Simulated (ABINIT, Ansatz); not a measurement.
# KBr (Fm-3m): one start, several treatments of the self-energy, part 2 of 2

Wanted: the gap of KBr (Fm-3m) under several approximations, with cost.

ABINIT 10.8.3; LDA and many-body steps on it, plane waves. Known limits of the many-body steps: not at the basis limit; no spin-orbit coupling.

So far. Step 5 (G0W0, Engel-Farid plasmon pole): Against G0W0 in ABINIT (4×4×4 mesh, 95 bands, screening to 141.5 eV, Godby-Needs plasmon pole), the gap moves by +0.057 eV. Step 6 (G0W0, von der Linden-Horsch plasmon pole): Against G0W0 in ABINIT (4×4×4 mesh, 95 bands, screening to 141.5 eV, Godby-Needs plasmon pole), the gap moves by +0.187 eV.

**7. One-shot Hartree-Fock**

This step: one-shot Hartree-Fock on LDA, plane waves, norm-conserving pseudopotentials.

The input, run.abi:

```
acell 3*1.0 Angstrom
rprim 
  0.000000000000 3.300000000000 3.300000000000
  3.300000000000 0.000000000000 3.300000000000
  3.300000000000 3.300000000000 0.000000000000
ntypat 2
znucl 19 35
natom 2
typat 1 2
xred 
  0.000000000000 0.000000000000 0.000000000000
  0.500000000000 0.500000000000 0.500000000000
pp_dirpath "pseudos"
pseudos "K.upf, Br.upf"
ecut 32
ngkpt 4 4 4
nshiftk 1
shiftk 0 0 0
kptopt 1
chksymbreak 0
istwfk *1
occopt 1
irdwfk 1
optdriver 4
nband 12
gwcalctyp 5
ecutsigx 32
symsigma 1
nkptgw 1
kptgw 
  0.0000000000 0.0000000000 0.0000000000
bdgw 
  6 12
ixc_sigma 40
fftgw 31
indata_prefix "in"
outdata_prefix "out"
tmpdata_prefix "tmp"
```

On the command line:

```bash
> OMP_NUM_THREADS=1 mpirun -n 4 abinit run.abi > log
```

The program printed:

```text
.Version 10.8.3 of ABINIT. v10.8.2 released Aug 2026.

 Symmetries : space group Fm -3 m (#225); Bravais cF (face-center cubic)
[... echo of the input left out ...]
== DATASET  1 ==================================================================
-   mpi_nproc: 4, omp_nthreads: 1 (-1 if OMP is not activated)

--- !DatasetInfo
iteration_state: {dtset: 1, }
dimensions: {natom: 2, nkpt: 8, mband: 12, nsppol: 1, nspinor: 1, nspden: 1, mpw: 4279, }
cutoff_energies: {ecut:  32.0, pawecutdg:  -1.0, }
[...]
10   7.158  -8.721  -3.699   0.000   1.000   0.000  -3.699   5.022  12.180
       11   7.158  -8.721  -3.699   0.000   1.000   0.000  -3.699   5.022  12.180
       12   7.158  -8.721  -3.699   0.000   1.000   0.000  -3.699   5.022  12.180

== END DATASET(S) ==============================================================
================================================================================

 -outvars: echo values of variables after computation  --------
           etotal      0.0000000000E+00
            nband          12
             nkpt           8
          spgroup         225
 [... the other variables as echoed above ...]

 Calculation completed.
```

It took 2.3 s on 4 MPI ranks of Arm Neoverse V2, shared host; peak memory 0.18 GiB.

Numbers from this step:

```yaml
quasiparticle_gap_on_the_points_computed: 11.97 eV
starting_gap_on_the_mesh: 4.032 eV
k_of_the_valence_top: 0, 0, 0
k_of_the_conduction_bottom: 0, 0, 0
least_direct_quasiparticle_gap_on_the_computed_points: 11.97 eV
```

Against G0W0 in ABINIT (4×4×4 mesh, 95 bands, screening to 141.5 eV, Godby-Needs plasmon pole), the gap moves by +5.190 eV.

**8. Screening, 4×4×4 mesh, 95 bands, screening to 141.5 eV**

This step: RPA screening on LDA, plane waves, norm-conserving pseudopotentials.

Changes to run.abi since step 7:

```diff
@@ -23,14 +23,14 @@
 irdwfk 1
-optdriver 4
-nband 12
-gwcalctyp 5
-ecutsigx 32
-symsigma 1
-nkptgw 1
-kptgw 
-  0.0000000000 0.0000000000 0.0000000000
-bdgw 
-  6 12
-ixc_sigma 40
-fftgw 31
+optdriver 3
+nband 95
+ecuteps 5.2
+inclvkb 2
+awtr 1
+symchi 1
+gwcalctyp 2
+nfreqre 16
+freqremax 40 eV
+nfreqim 8
+spmeth 1
+nomegasf 120
 indata_prefix "in"
```

The program printed:

```text
.Version 10.8.3 of ABINIT. v10.8.2 released Aug 2026.

 Symmetries : space group Fm -3 m (#225); Bravais cF (face-center cubic)
[... echo of the input left out ...]
== DATASET  1 ==================================================================
-   mpi_nproc: 4, omp_nthreads: 1 (-1 if OMP is not activated)

--- !DatasetInfo
iteration_state: {dtset: 1, }
dimensions: {natom: 2, nkpt: 8, mband: 95, nsppol: 1, nspinor: 1, nspden: 1, mpw: 4279, }
cutoff_energies: {ecut:  32.0, pawecutdg:  -1.0, }
electrons: {nelect:   1.60000000E+01, charge:   0.00000000E+00, occopt:   1.00000000E+00, tsmear:   1.00000000E-02, }

 SCREENING: Calculation of the susceptibility and dielectric matrices

 Based on a program developped by R.W. Godby, V. Olevano, G. Onida, and L. Reining.
 Incorporated in ABINIT by V. Olevano, G.-M. Rignanese, and M. Torrent.
.Using double precision arithmetic ; gwpc =  8

[... cell and pseudopotentials left out ...]
--------------------------------------------------------------------------------

 ==== K-mesh for the wavefunctions ====
 Number of points in the irreducible wedge :     8
[... list of points left out ...]
 Together with 48 symmetry operations and time-reversal symmetry
 yields    64 points in the full Brillouin Zone.

 ==== Q-mesh for the screening function ====
 Number of points in the irreducible wedge :     8
[... list of points left out ...]
 Together with 48 symmetry operations and time-reversal symmetry
 yields    64 points in the full Brillouin Zone.

 setmesh: FFT mesh size selected  =    32x   32x   32
          total number of points  =        32768

 vcoul_init : cutoff-mode = AUXILIARY_FUNCTION
 q-points for optical limit:   1
     1)      0.000010    0.000020    0.000030

- screening: taking advantage of time-reversal symmetry
- Maximum band index for partially occupied states nbvw = 8
- Remaining bands to be divided among processors   nbcw = 87
- Number of bands treated by each node ~21

 Number of electrons calculated from density =   16.0000; Expected =   16.0000
 average of density, n =  0.032988
 r_s =    1.9343
 omega_plasma =   17.5199 [eV]

 calculating chi0 at frequencies [eV] :
  1    0.000000E+00    0.000000E+00
  2    2.666667E+00    0.000000E+00
  3    5.333333E+00    0.000000E+00
[...]
23    0.000000E+00    4.462011E+01
 24    0.000000E+00    6.282560E+01

--------------------------------------------------------------------------------
  q-point number  1        q = ( 0.000000, 0.000000, 0.000000) [r.l.u.]
--------------------------------------------------------------------------------
[... chi0 elements left out ...]
  [... further frequencies ...]

 No. of calculated frequencies >  15, stop printing
 For q-point:  0.000010 0.000020 0.000030
  dielectric constant =   2.5090
  dielectric constant without local fields =   3.0057

  Average fulfillment of the sum rule on Im[epsilon] for q-point    1 :     72.72  [%]
[... wings left out ...]
  q-point number  2        q = ( 0.250000, 0.000000, 0.000000) [r.l.u.]
--------------------------------------------------------------------------------
[... chi0 elements left out ...]
  [... further frequencies ...]

 No. of calculated frequencies >  15, stop printing
  Average fulfillment of the sum rule on Im[epsilon] for q-point    2 :     82.16  [%]

 [... 6 further q-points ...]
```

Wall time 39 s (4 MPI ranks); peak memory 1.4 GiB; 2.6 min of CPU time.

This step gave:

- ε∞ with local fields, on this mesh, along the program's q direction: 2.509
- the same without local fields: 3.006
- plasma frequency: 17.52 eV
- plane waves in the screening matrix: 283

**9. G0W0, contour deformation**

This step: G0W0 on LDA, plane waves, norm-conserving pseudopotentials.

Changes to run.abi since step 8:

```diff
@@ -23,14 +23,14 @@
 irdwfk 1
-optdriver 3
+optdriver 4
 nband 95
+gwcalctyp 2
+ecutsigx 32
+symsigma 1
+nkptgw 1
+kptgw 
+  0.0000000000 0.0000000000 0.0000000000
+bdgw 
+  6 12
 ecuteps 5.2
-inclvkb 2
-awtr 1
-symchi 1
-gwcalctyp 2
-nfreqre 16
-freqremax 40 eV
-nfreqim 8
-spmeth 1
-nomegasf 120
+irdscr 1
 indata_prefix "in"
```

The program printed:

```text
.Version 10.8.3 of ABINIT. v10.8.2 released Aug 2026.

 Symmetries : space group Fm -3 m (#225); Bravais cF (face-center cubic)
[... echo of the input left out ...]
== DATASET  1 ==================================================================
-   mpi_nproc: 4, omp_nthreads: 1 (-1 if OMP is not activated)

--- !DatasetInfo
iteration_state: {dtset: 1, }
dimensions: {natom: 2, nkpt: 8, mband: 95, nsppol: 1, nspinor: 1, nspden: 1, mpw: 4279, }
cutoff_energies: {ecut:  32.0, pawecutdg:  -1.0, }
[...]
7  -0.201 -12.640 -16.505   1.846   0.799  -0.252 -14.253  -1.612  -1.814
[...]
12   7.158  -8.721  -3.699  -2.957   0.848  -0.179  -6.969   1.752   8.910
       12   0.000   0.000   0.000  -0.001   0.000   0.000  -0.001  -0.001  -0.001

== END DATASET(S) ==============================================================
================================================================================

 -outvars: echo values of variables after computation  --------
           etotal      0.0000000000E+00
            nband          95
             nkpt           8
          spgroup         225
 [... the other variables as echoed above ...]

 Calculation completed.
```

Run time: 5.5 s. Hardware: 4 MPI ranks; peak memory 1 GiB.

This step gave:

```
G0W0 gap on the points computed              : 6.744 eV
starting gap on the mesh                     : 4.032 eV
k of the valence top                         : 0, 0, 0
k of the conduction bottom                   : 0, 0, 0
least direct G0W0 gap on the computed points : 6.744 eV
```

Against G0W0 in ABINIT (4×4×4 mesh, 95 bands, screening to 141.5 eV, Godby-Needs plasmon pole), the gap moves by −0.041 eV.

**10. The runs together**

Times are wall times on 4 MPI ranks of Arm Neoverse V2, shared host, good to a factor of about two. A run's time includes the screening step that it read.

```csv
run,mesh,bands,screening cutoff (eV),DFT gap (eV),gap on the mesh (eV),direct (eV),ε∞ used,time
"G0W0, Godby-Needs plasmon pole",4×4×4,95,141.5,4.032,6.785,6.785,2.50,27 s
"G0W0, Engel-Farid plasmon pole",4×4×4,95,141.5,4.032,6.842,6.842,2.50,25 s
"G0W0, von der Linden-Horsch plasmon pole",4×4×4,95,141.5,4.032,6.972,6.972,2.50,25 s
one-shot Hartree-Fock,4×4×4,-,-,4.032,11.975,11.975,-,2.3 s
"G0W0, contour deformation",4×4×4,95,141.5,4.032,6.744,6.744,2.51,45 s
```

**11. What came out**

```
G0W0, Godby-Needs plasmon pole           : 6.785 eV
G0W0, Engel-Farid plasmon pole           : 6.842 eV
G0W0, von der Linden-Horsch plasmon pole : 6.972 eV
one-shot Hartree-Fock                    : 11.975 eV
G0W0, contour deformation                : 6.744 eV
known limits                             : not at the basis limit; no spin-orbit coupling
```

What this shows: G0W0, Engel-Farid plasmon pole: +0.057 eV against G0W0, Godby-Needs plasmon pole. G0W0, von der Linden-Horsch plasmon pole: +0.187 eV against G0W0, Godby-Needs plasmon pole. One-shot Hartree-Fock: +5.190 eV against G0W0, Godby-Needs plasmon pole. G0W0, contour deformation: −0.041 eV against G0W0, Godby-Needs plasmon pole. Bare exchange alone opens the gap to 11.97 eV; against G0W0, correlation takes back 5.19 eV. Bands and cutoff are finite, so the gap is not at the basis limit. The miss can reach some tenths of an eV and take either sign; the mesh is an error of its own. In the first G0W0 run levels were corrected at 1 k point alone, so a gap called «on the mesh» is the least over those, and an edge elsewhere would be missed. The many-body steps are scalar-relativistic: spin-orbit coupling is not in them.

[Paths, hosts, dates, memory and timing lines, banners, echoed tables and standing remarks are left out of the program output.]

[Logs are printed without paths, hosts, clocks, repeated set-up lines and the standing remarks that a program may print on its own settings, such as how far it seeks lower states.]

[Runs of the session that timed out or met a known fault of the program may be left out.]

[No measured gap is set beside runs whose start may be inverted or whose files or cutoffs have a known fault.]

[Hosts, paths, dates, database ids (printed as entryN), source tags and the programs' standing remarks are cut or masked in the printed files.]

[G0W0 gaps are taken among the corrected bands and points alone; a level outside them can change the order at an edge.]

[Where Ansatz stands beside ABINIT at settings called matched, ABINIT's density can come from a denser mesh and the files from another edition; pairs whose starting gaps differed by over 0.03 eV were left out, so agreement reads better than it is.]
